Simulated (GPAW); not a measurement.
# KCaF3 (Pm-3m): the F K absorption edge, part 2 of 3

Aim: the near-edge shape at the F K edge of KCaF3 (Pm-3m), and what the core hole does to it.

GPAW 26.7.0; X-ray absorption from dipole matrix elements to empty bands, plane-wave PAW LDA.

So far. Step 2 (The field without a hole): The mesh shows a gap of 5.80 eV, so the hole is first treated in a charged cell, without the excited electron. Step 3 (Spectrum without a core hole, F atom 3): Main maxima below 24 eV (height): 3.6 eV (3.53), 6.1 eV (1.80), 9.1 eV (1.21) and 14.7 eV (1.28). A K edge sees empty p states on the absorber.

**5. Spectrum with FCH, F atom 3**

The holes are 6.3 Å apart. In GPAW the data set carries the hole's charge, so charge=0 means a charged cell and charge=-1 a neutral one. The excited electron is left out and a uniform background balances the charge. After the field has converged, empty bands are computed with the density fixed and the dipole matrix elements are summed.

The input, xas.py:

```python
import numpy as np
from ase import Atoms
from ase.parallel import parprint, paropen
from gpaw import GPAW, PW, FermiDirac, Mixer, MixerDif, setup_paths
from gpaw.test import gen
setup_paths.insert(0, '.')
gen('F', name='fch1s', xcname='LDA', corehole=(1, 0, 1), write_xml=True)
from gpaw.mpi import world
world.barrier()

atoms = Atoms('Ca2K2F6',
    cell=[[4.481726, 0, 4.481726],
     [0, 4.481726, 4.481726],
     [0, -4.481726, 4.481726]],
    scaled_positions=[[0, 0, 0],
     [0, 0.5, 0.5],
     [0.5, 0.25, 0.75],
     [0.5, 0.75, 0.25],
     [0.5, 0.75, 0.75],
     [0.5, 0.25, 0.25],
     [0, 0.25, 0.25],
     [0, 0.75, 0.75],
     [0, 0.25, 0.75],
     [0, 0.75, 0.25]],
    pbc=True)
atoms.calc = calc = GPAW(legacy_gpaw=True, mode=PW(500, force_complex_dtype=True), xc='LDA', setups={4: 'fch1s'},
    kpts={'size': (4, 4, 4), 'gamma': True}, occupations=FermiDirac(0.02),
    charge=0, mixer=Mixer(0.1, 5, 50), maxiter=150,
    convergence={'density': 0.0001, 'eigenstates': 1e-6}, txt='scf.txt')
energy = atoms.get_potential_energy() + calc.get_reference_energy()
ef = calc.get_fermi_level()
out = dict(energy=energy, fermi=ef, forces=atoms.get_forces().tolist())
parprint(f'all-electron energy {energy:.4f} eV, Fermi level {ef:.4f} eV')
ev = np.array([[calc.get_eigenvalues(k, s) for k in range(len(calc.get_ibz_k_points()))] for s in range(calc.get_number_of_spins())])
out['homo'], out['lumo'], out['counts'] = ev[ev < ef].max(), ev[ev > ef].min(), sorted(set((ev < ef).sum((0, 2)).tolist()))
out['filled'] = (ev[:, 0] < ef).sum(1).tolist()

from ase.units import Ha
from gpaw.xas import dipole_matrix_elements
nb = int(calc.get_number_of_electrons() / 2) + 110
top, nb = nb, nb + 8 + nb // 12
nscf = calc.fixed_density(kpts={'size': (5, 5, 5), 'gamma': True}, nbands=nb,
    convergence={'bands': top, 'eigenstates': 5e-3}, maxiter=60, txt='nscf.txt')
cell = atoms.cell.array
ops = [cell.T @ U.T @ np.linalg.inv(cell.T) for U in nscf.wfs.kd.symmetry.op_scc]
filled = [40]  # bands filled in the ground state, by spin
E = np.arange(-6, 34, 0.1)
fwhm = np.interp(E, [4, 25], [0.9, 3.5])
Y, X, zero, highest = 0, 0, 1e9, 1e9
for spin in range(nscf.get_number_of_spins()):
    wfs = nscf.wfs
    mine = wfs.bd.get_slice()  # this rank's bands
    A = dipole_matrix_elements(wfs.setups[4])
    eps = np.zeros((wfs.kd.nibzkpts, nb))
    d = np.zeros((3, A.shape[1], wfs.kd.nibzkpts, nb), complex)
    for kpt in wfs.kpt_u:
        if kpt.s == spin and 4 in kpt.P_ani:
            eps[kpt.k, mine] = kpt.eps_n * Ha
            d[:, :, kpt.k, mine] = (kpt.weight * wfs.nspins / 2) ** 0.5 * np.inner(A, kpt.P_ani[4])
    world.sum(eps)
    world.sum(d)
    T = np.einsum('amkn,bmkn->abkn', d, d.conj()).real
    T = sum(np.einsum('ai,ijkn,bj->abkn', R, T, R) for R in ops) / len(ops)
    empty = np.ones_like(eps, bool) & (np.arange(nb) >= filled[spin])
    zero, highest = min(zero, eps[empty].min()), min(highest, eps[:, top - 1].min())
    lines = [(eps, T, empty)] if spin == 0 else lines + [(eps, T, empty)]
for eps, T, empty in lines:
    f = np.einsum('aakn->akn', T).reshape(3, -1)
    x = eps.ravel() - zero
    w = np.interp(x, E, fwhm) / 2.35482
    g = np.exp(-0.5 * ((E[:, None] - x) / w) ** 2) / (w * (2 * np.pi) ** 0.5)
    Y = Y + (f * empty.ravel()) @ g.T
    X = X + (f * ~empty.ravel()) @ g.T
out.update(E=E.round(2).tolist(), xas=Y.tolist(), xes=X.tolist(), zero=zero, valid=highest - zero, nk=len(eps), nb=nb)
for i in range(0, len(E), 10):
    parprint(f'{E[i]:7.2f}', *(f'{v:10.3e}' for v in Y[:, i]))
import json
with paropen('out.json', 'w') as f:
    json.dump(out, f)
```

Started as:

```bash
OMP_NUM_THREADS=1 mpirun -n 4 gpaw python xas.py
```

Numbers of over 12 decimals in the logs are rounded to 6 here.

The program printed:

```text
Input parameters:
  convergence: {density: 0.0001,
                eigenstates: 1e-06}
  kpts: {gamma: True,
         size: (4, 4, 4)}
  maxiter: 150
  mixer: {backend: pulay,
          beta: 0.1,
          method: separate,
          nmaxold: 5,
          weight: 50}
  mode: {ecut: 500.0,
         force_complex_dtype: True,
         name: pw}
  occupations: {fixmagmom: False,
                name: fermi-dirac,
                width: 0.02}
  setups: {4: fch1s}

Initialize ...

[... PAW data sets ...]

Reference energy: -85104.597539  # eV

Spin-paired calculation

[... convergence settings ...]
Symmetries present (total): 8
  [... symmetry matrices ...]

64 k-points: 4 x 4 x 4 Monkhorst-Pack grid + [1/8,1/8,1/8]
13 k-points in the irreducible part of the Brillouin zone
       k-points in crystal coordinates                weights
   0:     0.00000000    0.00000000    0.00000000          1/64
   1:     0.25000000    0.00000000    0.00000000          2/64
   2:     0.25000000    0.25000000    0.00000000          8/64
   3:     0.25000000    0.25000000    0.25000000          4/64
   4:     0.25000000    0.50000000    0.00000000          4/64
   5:     0.25000000    0.50000000    0.50000000          2/64
   6:     0.50000000    0.00000000    0.00000000          1/64
   7:     0.50000000    0.25000000   -0.25000000          4/64
   8:     0.50000000    0.25000000    0.00000000          8/64
   9:     0.50000000    0.25000000    0.25000000          8/64
          ...
  12:     0.50000000    0.50000000    0.50000000          2/64

Wave functions: Plane wave expansion
  Cutoff energy: 500.000 eV
  Number of coefficients (min, max): 4540, 4621
  Pulay-stress correction: 0.000000 eV/Ang^3 (de/decut=0.000000)
  Using FFTW library
  Wavefunction extrapolation:
    Improved wavefunction reuse through dual PAW basis

Occupation numbers: Fermi-Dirac:
  width: 0.0200  # eV

Eigensolver
   Davidson(niter=2)

Densities:
  Coarse grid: 35*35*35 grid
  Fine grid: 70*70*70 grid
  Total Charge: 1.000000

Density mixing:
  Method: separate
  Backend: pulay
  Linear mixing parameter: 0.1
  old densities: 5
  Width of damping distribution: 1.1
  Damping of long wavelength oscillations: 50

[... Hamiltonian set-up ...]
Number of atoms: 10
Number of atomic orbitals: 44
Number of bands in calculation: 44
Number of valence electrons: 80
Bands to converge: occupied

... initialized

Initializing position-dependent things.

Density initialized from atomic densities
Creating initial wave functions:
  44 bands from LCAO basis set

              F
               K

        F
          F K

        Ca    F
       F
        F

        Ca

Atomic positions and initial magnetic moments

Positions:
   0 Ca     0.000000    0.000000    0.000000    ( 0.0000,  0.0000,  0.0000)
   1 Ca     0.000000    0.000000    4.481726    ( 0.0000,  0.0000,  0.0000)
   2 K      2.240863   -2.240863    6.722589    ( 0.0000,  0.0000,  0.0000)
   3 K      2.240863    2.240863    6.722589    ( 0.0000,  0.0000,  0.0000)
   4 F      2.240863    0.000000    8.963452    ( 0.0000,  0.0000,  0.0000)
   5 F      2.240863    0.000000    4.481726    ( 0.0000,  0.0000,  0.0000)
   6 F      0.000000    0.000000    2.240863    ( 0.0000,  0.0000,  0.0000)
   7 F      0.000000    0.000000    6.722589    ( 0.0000,  0.0000,  0.0000)
   8 F      0.000000   -2.240863    4.481726    ( 0.0000,  0.0000,  0.0000)
   9 F      0.000000    2.240863    4.481726    ( 0.0000,  0.0000,  0.0000)

Unit cell:
           periodic     x           y           z      points  spacing
  1. axis:    yes    4.481726    0.000000    4.481726    35     0.1280
  2. axis:    yes    0.000000    4.481726    4.481726    35     0.1479
  3. axis:    yes    0.000000   -4.481726    4.481726    35     0.1479

  Lengths:   6.338118   6.338118   6.338118
  Angles:   90.000000  60.000000  60.000000

Effective grid spacing dv^(1/3) = 0.1613

iter:   1   -79.784768
iter:   2   -77.232216   -0.86  -1.19
iter:   3   -74.044145   -0.50  -1.28
iter:   4   -73.514996   -0.92  -1.44
iter:   5   -73.458376   -1.25  -1.62
iter:   6   -73.392089   -1.66  -1.99
iter:   7   -73.342896   -2.25  -2.29
iter:   8   -73.324713   -2.67  -2.45
iter:   9   -73.324420c  -3.47  -2.91
iter:  10   -73.324107c  -4.19  -3.18
iter:  11   -73.323987c  -5.04  -3.45
iter:  12   -73.323949c  -4.90  -3.55
iter:  13   -73.323918c  -5.88  -3.81
iter:  14   -73.323913c  -6.43c -3.92
iter:  15   -73.323911c  -6.32c -4.04c

Converged after 15 iterations.

Dipole moment: (0.000000, 0.000000, 1.390019) |e|*Ang

Energy contributions relative to reference atoms: (reference = -85104.597539)

Kinetic:        +32.122115
Potential:      -47.769153
External:        +0.000000
XC:             -56.414402
Entropy (-ST):   -0.000000
Local:           -1.262471
SIC:             +0.000000
--------------------------
Free energy:    -73.323911
Extrapolated:   -73.323911

Showing only first 2 kpts
 Kpt  Band  Eigenvalues  Occupancy
  0    38     -0.59137    2.00000
  0    39     -0.59135    2.00000
  0    40      4.59122    0.00000
  0    41      7.67284    0.00000

  1    38     -0.73557    2.00000
  1    39     -0.68783    2.00000
  1    40      5.31604    0.00000
[...]
Fermi level: 0.77763

Gap: 5.183 eV
Transition (v -> c):
  (s=0, k=0, n=39, [0.00, 0.00, 0.00]) -> (s=0, k=0, n=40, [0.00, 0.00, 0.00])
No difference between direct/indirect transitions

Forces in eV/Ang:
  0 Ca   -2.60961    0.00000    0.00000
  1 Ca    2.60961    0.00000    0.00000
  2 K     0.00000    0.00000    0.00000
  3 K     0.00000    0.00000    0.00000
  4 F     0.00003    0.00000    0.00000
  5 F    -0.00001    0.00000    0.00000
  6 F     0.00000    0.00000    0.00001
  7 F     0.00000    0.00000   -0.00001
  8 F     0.00000    0.00001   -0.00000
  9 F     0.00000   -0.00001   -0.00000
Scalar-relativistic atomic LDA calculation for F (Fluorine, Z=9)
Core hole in 1s state (1s occupation: 1.0)
300 radial gridpoints.
|------------------------------------------------|
|------------------------------------------------|
[... the atom generator's iteration count ...]

Energy contributions:
-------------------------
Kinetic:      +73.074518
XC:            -7.529720
Potential:   -138.883139
-------------------------
Total:        -73.338341

state      eigenvalue         ekin         rmax
-----------------------------------------------
1s^1.0 :   -27.508849    38.870947        0.112
2s^2.0 :    -1.877741     5.094802        0.712
2p^5.0 :    -1.212468     4.802793        0.605
-----------------------------------------------
(units: Bohr and Hartree)

Generating PAW setup
Kinetic energy of the core from tauc = 38.910803
Cutoffs:
rc(s)=1.200
rc(p)=1.200
rc(d)=1.200
rc(vbar)=1.080
rc(comp)=1.200
rc(nct)=1.200

Kinetic energy of the core states: 38.870947
Charge: 1.0
Core electrons: 1.0
Valence electrons: 7.0
Pseudo-core charge: 0.000102
Shape function alpha=6.944
Pseudo-electron charge 5.398325
state    eigenvalue         norm
--------------------------------
2s(2) :    -1.877741     1.039630
*s    :    -0.877741
2p(5) :    -1.212468     0.663793
*p    :    -0.212468
*d    :     0.000000
--------------------------------

Diagonalizing with gridspacing h=0.050

state   all-electron     PAW
-------------------------------
2s:      -1.877741    -1.879888
2p:      -1.212468    -1.215269
*d:                   -0.058611
*f:                   -0.013370
-------------------------------
all-electron energy -85177.9215 eV, Fermi level 0.7776 eV
[...]
31.00  2.566e-05  2.537e-05  2.537e-05
  32.00  1.957e-05  2.456e-05  2.456e-05
  33.00  1.976e-05  2.639e-05  2.639e-05
```

It took 47 s on 4 MPI ranks of Intel Xeon 6975P-C (Granite Rapids), shared host; peak memory 0.4 GiB.

The F K spectrum, F atom 3, full core hole (charged cell) (energy from the lowest empty level; intensity scaled to a mean of 1 over the first 20 eV):

| E (eV) | intensity |
| --- | --- |
| -2.0 | 0.00 |
| -1.5 | 0.00 |
| -1.0 | 0.00 |
| -0.5 | 0.00 |
| 0.0 | 0.01 |
| 0.5 | 0.06 |
| 1.0 | 0.19 |
| 1.5 | 0.46 |
| 2.0 | 1.23 |
| 2.5 | 2.49 |
| 3.0 | 2.98 |
| 3.5 | 1.79 |
| 4.0 | 0.78 |
| 4.5 | 0.90 |
| 5.0 | 2.02 |
| 5.5 | 2.41 |
| 6.0 | 1.51 |
| 6.5 | 0.81 |
| 7.0 | 0.62 |
| 7.5 | 0.67 |
| 8.0 | 0.78 |
| 8.5 | 0.89 |
| 9.0 | 0.92 |
| 9.5 | 0.81 |
| 10.0 | 0.62 |
| 10.5 | 0.48 |
| 11.0 | 0.43 |
| 11.5 | 0.46 |
| 12.0 | 0.56 |
| 12.5 | 0.75 |
| 13.0 | 1.01 |
| 13.5 | 1.29 |
| 14.0 | 1.47 |
| 14.5 | 1.49 |
| 15.0 | 1.36 |
| 15.5 | 1.16 |
| 16.0 | 0.97 |
| 16.5 | 0.82 |
| 17.0 | 0.72 |
| 17.5 | 0.66 |
| 18.0 | 0.64 |
| 18.5 | 0.66 |
| 19.0 | 0.72 |
| 19.5 | 0.82 |
| 20.0 | 0.95 |
| 20.5 | 1.10 |
| 21.0 | 1.23 |
| 21.5 | 1.35 |
| 22.0 | 1.43 |
| 22.5 | 1.47 |
| 23.0 | 1.47 |
| 23.5 | 1.46 |
| 24.0 | 1.44 |
| 24.5 | 1.43 |
| 25.0 | 1.44 |
| 25.5 | 1.45 |
| 26.0 | 1.45 |
| 26.5 | 1.44 |
| 27.0 | 1.40 |
| 27.5 | 1.35 |
| 28.0 | 1.30 |
| 28.5 | 1.25 |
| 29.0 | 1.19 |
| 29.5 | 1.12 |
| 30.0 | 1.03 |
| 30.5 | 0.93 |
| 31.0 | 0.85 |
| 31.5 | 0.79 |

Main maxima below 24 eV (height): 2.9 eV (3.04), 5.4 eV (2.47), 8.9 eV (0.93), 14.3 eV (1.51) and 22.8 eV (1.48). 

The hole costs E(hole) − E(ground) = 684.93 eV, and the lowest empty level of the hole cell on the spectrum's mesh lies at 4.59 eV, which puts the zero at 689.52 eV. One term is added: -9.89 eV, since the hole is spin-paired here and a spin-polarised one costs that much less in the free atom (computed apart). The photon energy is then 679.63 eV. The functional and the charged cell's background leave an error in such absolute values: in the free atom LDA prices this hole 4.7 eV below PBE (computed apart), and PBE is itself good to a few eV.

**6. Cell without a hole, the energy reference**

The cell changes for the next run, so it gets a reference energy of its own.

The input, scf.py:

```python
import numpy as np
from ase import Atoms
from ase.parallel import parprint, paropen
from gpaw import GPAW, PW, FermiDirac, Mixer, MixerDif, setup_paths
from gpaw.test import gen
setup_paths.insert(0, '.')
gen('F', name='nch1s', xcname='LDA', corehole=(1, 0, 0), write_xml=True)
from gpaw.mpi import world
world.barrier()

atoms = Atoms('CaKF3',
    cell=[[4.481726, 0, 0],
     [0, 4.481726, 0],
     [0, 0, 4.481726]],
    scaled_positions=[[0, 0, 0],
     [0.5, 0.5, 0.5],
     [0.5, 0, 0],
     [0, 0, 0.5],
     [0, 0.5, 0]],
    pbc=True)
atoms.calc = calc = GPAW(legacy_gpaw=True, mode=PW(500, force_complex_dtype=True), xc='LDA', setups={2: 'nch1s'},
    kpts={'size': (4, 4, 4), 'gamma': True}, occupations=FermiDirac(0.02),
    charge=0, mixer=Mixer(0.1, 5, 50), maxiter=150,
    convergence={'density': 0.0001, 'eigenstates': 1e-6}, txt='scf.txt')
energy = atoms.get_potential_energy() + calc.get_reference_energy()
ef = calc.get_fermi_level()
out = dict(energy=energy, fermi=ef, forces=atoms.get_forces().tolist())
parprint(f'all-electron energy {energy:.4f} eV, Fermi level {ef:.4f} eV')
ev = np.array([[calc.get_eigenvalues(k, s) for k in range(len(calc.get_ibz_k_points()))] for s in range(calc.get_number_of_spins())])
out['homo'], out['lumo'], out['counts'] = ev[ev < ef].max(), ev[ev > ef].min(), sorted(set((ev < ef).sum((0, 2)).tolist()))
out['filled'] = (ev[:, 0] < ef).sum(1).tolist()
import json
with paropen('out.json', 'w') as f:
    json.dump(out, f)
```

Started as:

```bash
OMP_NUM_THREADS=1 mpirun -n 4 gpaw python scf.py
```

The program printed:

```text
Input parameters:
  convergence: {density: 0.0001,
                eigenstates: 1e-06}
  kpts: {gamma: True,
         size: (4, 4, 4)}
  maxiter: 150
  mixer: {backend: pulay,
          beta: 0.1,
          method: separate,
          nmaxold: 5,
          weight: 50}
  mode: {ecut: 500.0,
         force_complex_dtype: True,
         name: pw}
  occupations: {fixmagmom: False,
                name: fermi-dirac,
[...]
--------------------------------
2s(2) :    -1.089490     1.062936
*s    :    -0.089490
2p(5) :    -0.415007     0.777410
*p    :     0.584993
*d    :     0.000000
--------------------------------

Diagonalizing with gridspacing h=0.050

state   all-electron     PAW
-------------------------------
2s:      -1.089490    -1.091166
2p:      -0.415007    -0.417133
*d:                    0.051257
*f:                    0.077758
-------------------------------
all-electron energy -42931.4240 eV, Fermi level 0.5682 eV
[key lines of the parts left out:]
Converged after 18 iterations.
Dipole moment: (-0.000000, 0.000000, 0.000000) |e|*Ang
Free energy:    -27.464823
Fermi level: 0.56821
```

The job ended after 5.8 s (4 MPI ranks; peak memory 0.19 GiB; 23 s of CPU time).

(Part 2 of 3 ends here.)

[Banner, clock and machine lines of the logs are left out without a mark of their own.]

[Logs are printed without paths, hosts, clocks, repeated set-up lines and the standing remarks that a program may print on its own settings, such as how far it seeks lower states.]

[Hosts, paths, dates, database ids (printed as entryN), source tags and the programs' standing remarks are cut or masked in the printed files.]

[Lists of maxima count a maximum above −3 eV only where it reaches 4 % of the highest in the window and stands out from its surroundings by 2 % of it (1.5 % where it reaches 55 %); shoulders and weaker maxima are passed over, and of the rest the first, up to two pre-edge ones and the few strongest are named.]
